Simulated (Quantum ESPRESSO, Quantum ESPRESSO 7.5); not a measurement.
# Work function and surface energy of Al(110) against thickness

Wanted: a thickness series of Al(110), driven from Python.

Method: plane-wave DFT, PBE, GBRV ultrasoft pseudopotentials, in Quantum ESPRESSO 7.5.

## 1. Starting point

The cell holds 8 atoms: 8 Al. Cell: a = 4.050 Å, b = 2.864 Å, c = 25.023 Å, α = 90.0°, β = 90.0°, γ = 90.0°. It derives from Al. Vacuum lies along c.

Structure file:

```xyz
8
Lattice="4.0500 0.0000 0.0000 0.0000 2.8638 0.0000 0.0000 0.0000 25.0232" Properties=species:S:1:pos:R:3
Al    2.0250    1.4319    7.5000
Al    0.0000    0.0000    8.9319
Al    2.0250    1.4319   10.3638
Al    0.0000    0.0000   11.7957
Al    2.0250    1.4319   13.2276
Al    0.0000    0.0000   14.6595
Al    2.0250    1.4319   16.0913
Al    0.0000    0.0000   17.5232
```

## 2. The script

ASE writes the inputs, starts pw.x and reads the results. Under ESM bc1 the zero of energy of a symmetric slab is the vacuum, so the work function is minus the Fermi level.

The input, run.py:

```python
import json
import numpy as np
from ase.build import fcc110
from ase.calculators.espresso import Espresso, EspressoProfile

profile = EspressoProfile(command='mpirun -n 2 pw.x -nk 2', pseudo_dir='../pseudo')
pseudopotentials = {'Al': 'al_pbe_v1.uspp.F.UPF'}
system = {'ecutwfc': 40, 'ecutrho': 200, 'occupations': 'smearing', 'smearing': 'mv', 'degauss': 0.02}


def calculator(name, kpts, **extra):
    data = dict(control=dict(tprnfor=True, verbosity='high', disk_io='none'),
                system=system | extra,
                electrons=dict(conv_thr=1e-07, mixing_beta=0.4, mixing_mode='local-TF',
                               electron_maxstep=100))
    return Espresso(profile=profile, directory=name, pseudopotentials=pseudopotentials, kpts=kpts, input_data=data)


def centre(atoms):
    z = atoms.positions[:, 2]
    atoms.positions[:, 2] -= (z.max() + z.min()) / 2  # ESM wants the slab about z = 0
    return atoms


rows = []
for n in [3, 4, 5, 6, 7, 8]:
    slab = centre(fcc110('Al', size=(1, 1, n), a=4.05, vacuum=7.5, periodic=True))
    slab.set_initial_magnetic_moments([0.0] * n)
    slab.calc = calculator(f'n{n}', (8, 10, 1), assume_isolated='esm', esm_bc='bc1')
    energy = slab.get_potential_energy()
    work = -slab.calc.get_fermi_level()
    force = slab.get_forces()[-1, 2]
    rows.append([n, energy, work, force])
    print(f'{n} layers: E = {energy:.5f} eV, work function {work:.3f} eV, force on the top atom {force:+.3f} eV/A')

n, energy = np.array(rows)[:, :2].T
slope, offset = np.polyfit(n[1:], energy[1:], 1)
area = np.linalg.norm(np.cross(*slab.cell[:2]))
gamma = offset / (2 * area) * 16.0218
print(f'bulk energy from the slope {slope:.5f} eV an atom; unrelaxed surface energy {gamma:.3f} J/m^2')
json.dump(dict(rows=rows, slope=slope, gamma=gamma), open('result.json', 'w'))
```

Started as:

```console
OMP_NUM_THREADS=1 python run.py
```

Output:

```text
3 layers: E = -272.37977 eV, work function 4.263 eV, force on the top atom -0.047 eV/A
4 layers: E = -363.73344 eV, work function 4.066 eV, force on the top atom -0.236 eV/A
5 layers: E = -454.90274 eV, work function 3.971 eV, force on the top atom -0.223 eV/A
6 layers: E = -546.05715 eV, work function 3.966 eV, force on the top atom -0.207 eV/A
7 layers: E = -637.33771 eV, work function 4.041 eV, force on the top atom -0.290 eV/A
8 layers: E = -728.68102 eV, work function 4.142 eV, force on the top atom -0.181 eV/A
bulk energy from the slope -91.23301 eV an atom; unrelaxed surface energy 0.867 J/m^2
```

Run time: 14 min. Hardware: 2 MPI ranks of Arm Neoverse N1, shared host; peak memory 0.38 GiB.

The input that ASE wrote for the first run, and its log:

```
&CONTROL
   verbosity        = 'high'
   tprnfor          = .true.
   disk_io          = 'none'
   pseudo_dir       = '../pseudo'
/
&SYSTEM
   ecutwfc          = 40
   ecutrho          = 200
   occupations      = 'smearing'
   degauss          = 0.02
   smearing         = 'mv'
   assume_isolated  = 'esm'
   esm_bc           = 'bc1'
   ntyp             = 1
   nat              = 3
   ibrav            = 0
/
&ELECTRONS
   electron_maxstep = 100
   conv_thr         = 1e-07
   mixing_mode      = 'local-TF'
   mixing_beta      = 0.4
/
&IONS
/
&CELL
/
&FCP
/
&RISM
/
ATOMIC_SPECIES
Al 26.9815385 al_pbe_v1.uspp.F.UPF

K_POINTS automatic
8 10 1  0 0 0

CELL_PARAMETERS angstrom
4.05000000000000 0.00000000000000 0.00000000000000
0.00000000000000 2.86378246380552 0.00000000000000
0.00000000000000 0.00000000000000 17.86378246380551

ATOMIC_POSITIONS angstrom
Al 0.0000000000 0.0000000000 -1.4318912319  
Al 2.0250000000 1.4318912319 0.0000000000  
Al 0.0000000000 0.0000000000 1.4318912319
```

```text
Program PWSCF v.7.5 starts
[citation notice left out]

     Parallel version (MPI & OpenMP), running on       2 processor cores
     Number of MPI processes:                 2
     Threads/MPI process:                     1

     MPI processes distributed on     1 nodes
[... 1 line left out ...]

Warning: card &CELL ignored
Warning: card &FCP ignored
Warning: card &RISM ignored

     Current dimensions of program PWSCF are:
     Max number of different atomic species (ntypx) = 10
     Max number of k-points (npk) =  40000
     Max angular momentum in pseudopotentials (lmaxx) =  4
     Message from routine setup:
     using ibrav=0 with symmetry is DISCOURAGED, use correct ibrav instead

     K-points division:     npool     =       2
     Subspace diagonalization in iterative solution of the eigenvalue problem:
     a serial algorithm will be used

     G-vector sticks info
     --------------------
     sticks:   dense  smooth     PW     G-vecs:    dense   smooth      PW
     Sum         655     523    165                66705    47745    8227

     Using Slab Decomposition

     bravais-lattice index     =            0
     lattice parameter (alat)  =       7.6534  a.u.
     unit-cell volume          =    1398.1864 (a.u.)^3
     number of atoms/cell      =            3
     number of atomic types    =            1
     number of electrons       =         9.00
     number of Kohn-Sham states=            9
     kinetic-energy cutoff     =      40.0000  Ry
     charge density cutoff     =     200.0000  Ry
     scf convergence threshold =      1.0E-07
     mixing beta               =       0.4000
     number of iterations used =            8  local-TF  mixing
     Exchange-correlation= SLA  PW   PBE  PBE
                           (   1   4   3   4   0   0   0)

     Effective Screening Medium Method
     =================================
     Boundary Conditions: Vacuum-Slab-Vacuum
     total charge in unit cell        =   0.0000
     grid points for fit at edges     =        4

[... 10 lines left out ...]
     PseudoPot. # 1 for Al read from file:
     ../pseudo/al_pbe_v1.uspp.F.UPF
     Pseudo is Ultrasoft + core correction, Zval =  3.0
     Generated by new atomic code, or converted to UPF format
     Using radial grid of  893 points,  3 beta functions with:
                l(1) =   0
                l(2) =   1
                l(3) =   2
     Q(r) pseudized with  8 coefficients,  rinner =    0.900   0.900   0.900
                                                       0.900   0.900

     atomic species   valence    mass     pseudopotential
     Al                3.00    26.98154     Al( 1.00)

      8 Sym. Ops., with inversion, found

                                    s                        frac. trans.

      isym =  1     identity

 cryst.   s( 1) = (     1          0          0      )
                  (     0          1          0      )
[... 501 lines left out ...]
------------------
[... 1 line left out ...]

     negative rho (up, down):  1.801E-04 0.000E+00

[... 1 line left out ...]

     End of self-consistent calculation

          k = 0.0000 0.0000 0.0000 (  6039 PWs)   bands (ev):

   -13.7846 -10.1945  -6.4844  -5.6866  -3.9925  -3.1394  -2.1070  -0.5567
    -0.3866

     occupation numbers
     1.0000   1.0000   1.0000   1.0000   0.0300   0.0000   0.0000   0.0000
     0.0000

[... 174 lines left out ...]

     the Fermi energy is    -4.2633 ev

!    total energy              =     -20.01954579 Ry
     estimated scf accuracy    <       0.00000001 Ry
     smearing contrib. (-TS)   =       0.00001074 Ry
     internal energy E=F+TS    =     -20.01955653 Ry

     The total energy is F=E-TS. E is the sum of the following terms:
     one-electron contribution =      78.03390060 Ry
     hartree contribution      =     -38.52016064 Ry
     xc contribution           =     -12.54361425 Ry
     ewald contribution        =     -46.98968224 Ry

     convergence has been achieved in  21 iterations

     negative rho (up, down):  1.801E-04 0.000E+00

     Forces acting on atoms (cartesian axes, Ry/au):

     atom    1 type  1   force =     0.00000000    0.00000000    0.00183346
     atom    2 type  1   force =     0.00000000    0.00000000    0.00000000
     atom    3 type  1   force =     0.00000000    0.00000000   -0.00183346
     The non-local contrib.  to forces
     atom    1 type  1   force =     0.00000000    0.00000000   -0.02600594
     atom    2 type  1   force =     0.00000000    0.00000000    0.00000000
     atom    3 type  1   force =     0.00000000    0.00000000    0.02600594
     The ionic contribution  to forces
     atom    1 type  1   force =    -0.00000000   -0.00000000   -4.96331314
     atom    2 type  1   force =     0.00000000    0.00000000   -0.00000000
     atom    3 type  1   force =    -0.00000000   -0.00000000    4.96331314
     The local contribution  to forces
     atom    1 type  1   force =     0.00000000    0.00000000    4.98936100
     atom    2 type  1   force =    -0.00000000   -0.00000000    0.00000068
     atom    3 type  1   force =     0.00000000   -0.00000000   -4.98935963
     The core correction contribution to forces
     atom    1 type  1   force =     0.00000000    0.00000000    0.00187319
     atom    2 type  1   force =    -0.00000000   -0.00000000    0.00000000
     atom    3 type  1   force =     0.00000000    0.00000000   -0.00187319
     The Hubbard contrib.    to forces
     atom    1 type  1   force =     0.00000000    0.00000000    0.00000000
     atom    2 type  1   force =     0.00000000    0.00000000    0.00000000
     atom    3 type  1   force =     0.00000000    0.00000000    0.00000000
     The SCF correction term to forces
     atom    1 type  1   force =    -0.00000000    0.00000000   -0.00008096
     atom    2 type  1   force =    -0.00000000    0.00000000   -0.00000000
     atom    3 type  1   force =     0.00000000    0.00000000    0.00008096

     Total force =     0.002593     Total SCF correction =     0.000114
     Message from routine punch:
     Nothing written, as per user request (disk_io='none')

[... 1 line left out ...]

[... 1 line left out ...]

[... 1 line left out ...]

[... 3 lines left out ...]

[... 1 line left out ...]

[... 2 lines left out ...]

[... 1 line left out ...]

[... 1 line left out ...]

=------------------------------------------------------------------------------=
   JOB DONE.
=------------------------------------------------------------------------------=
```

Read from the output:

* surface energy: 0.8673 J/m²
* work function of the thickest slab: 4.142 eV

Table of work function by layers:

```tsv
layers	work function (eV)
3.00	4.26
4.00	4.07
5.00	3.97
6.00	3.97
7.00	4.04
8.00	4.14
```

Force on the top atom along the normal against layers:

```tsv
layers	force on the top atom along the normal (eV/Å)
3.00	-0.0471
4.00	-0.236
5.00	-0.223
6.00	-0.207
7.00	-0.290
8.00	-0.181
```

The energy less the bulk line's slope by layers:

```tsv
layers	energy less the bulk line's slope (meV)
3.00	1319
4.00	1199
5.00	1262
6.00	1341
7.00	1293
8.00	1183
```

## 3. Running the series: LDA, GBRV ultrasoft

Level of this step: plane-wave DFT, LDA, GBRV ultrasoft pseudopotentials (Quantum ESPRESSO 7.5).

run.py is the input of step 2 with these lines changed:

```diff
@@ -6,3 +6,3 @@
 profile = EspressoProfile(command='mpirun -n 2 pw.x -nk 2', pseudo_dir='../pseudo')
-pseudopotentials = {'Al': 'al_pbe_v1.uspp.F.UPF'}
+pseudopotentials = {'Al': 'al_lda_v1.uspp.F.UPF'}
 system = {'ecutwfc': 40, 'ecutrho': 200, 'occupations': 'smearing', 'smearing': 'mv', 'degauss': 0.02}
```

Started as:

```console
OMP_NUM_THREADS=1 python run.py
```

Output:

```text
3 layers: E = -269.49900 eV, work function 4.426 eV, force on the top atom -0.222 eV/A
4 layers: E = -359.97921 eV, work function 4.242 eV, force on the top atom -0.413 eV/A
5 layers: E = -450.27672 eV, work function 4.143 eV, force on the top atom -0.400 eV/A
6 layers: E = -540.56672 eV, work function 4.139 eV, force on the top atom -0.374 eV/A
7 layers: E = -630.97042 eV, work function 4.211 eV, force on the top atom -0.461 eV/A
8 layers: E = -721.44166 eV, work function 4.305 eV, force on the top atom -0.359 eV/A
bulk energy from the slope -90.36186 eV an atom; unrelaxed surface energy 1.053 J/m^2
```

Wall time 14 min (2 MPI ranks); peak memory 0.35 GiB.

Read from the output:

```
surface energy                     : 1.053 J/m²
work function of the thickest slab : 4.305 eV
```

Work function against layers:

```tsv
layers	work function (eV)
3.00	4.43
4.00	4.24
5.00	4.14
6.00	4.14
7.00	4.21
8.00	4.30
```

Table of force on the top atom along the normal by layers:

```tsv
layers	force on the top atom along the normal (eV/Å)
3.00	-0.222
4.00	-0.413
5.00	-0.400
6.00	-0.374
7.00	-0.461
8.00	-0.359
```

Table of energy less the bulk line's slope by layers:

```tsv
layers	energy less the bulk line's slope (meV)
3.00	1587
4.00	1468
5.00	1533
6.00	1604
7.00	1563
8.00	1453
```

## 4. Worked from the printed numbers

γ = (E_N − N e_bulk)/(2A). The excess of the thickest slab is 1.183 eV and A = 11.598 Å²: 1.183/(2 × 11.598) × 16.02 = 0.82 J/m² (1 eV/Å² = 16.02 J/m²); the fit's intercept gives 0.87.

## 5. What came out

| Quantity | Value |
| --- | --- |
| work function of the thickest slab, PBE, GBRV ultrasoft | 4.14 eV |
| unrelaxed surface energy, PBE, GBRV ultrasoft | 0.87 J/m² |
| work function of the thickest slab, LDA, GBRV ultrasoft | 4.30 eV |
| unrelaxed surface energy, LDA, GBRV ultrasoft | 1.05 J/m² |

**Reading.** The thickest slab gives a work function of 4.14 eV and the series an unrelaxed surface energy of 0.87 J/m² (PBE, GBRV ultrasoft). The work function swings by 0.30 eV over 3 to 8 layers and by 0.10 eV over the last step; confined states crossing the Fermi level and the finite mesh both contribute. So 8 layers don't yet hold the work function to 0.05 eV on this mesh. The force on the top atom of the thickest slab points inwards (0.18 eV/Å). Experiment, extrapolated from the liquid and averaged over faces, gives a surface energy of 1.14 J/m² (arxiv:0801.1077, 2008); the value here lies under it, as is usual for gradient-corrected functionals. The slabs are cut from the bulk at the tabulated lattice constant and not relaxed; the surface energy comes from a straight line through the energies of all but the thinnest slab.

[Logs are printed without paths, hosts, clocks, repeated set-up lines and the standing remarks that a program may print on its own settings, such as how far it seeks lower states.]

[Hosts, paths, dates, database ids (printed as entryN), source tags and the programs' standing remarks are cut or masked in the printed files.]

[Maps of the electrostatic potential energy from Ansatz leave out the sawtooth potential of an applied field or a dipole correction, so their vacuum need not be flat; planar profiles and work functions include it.]
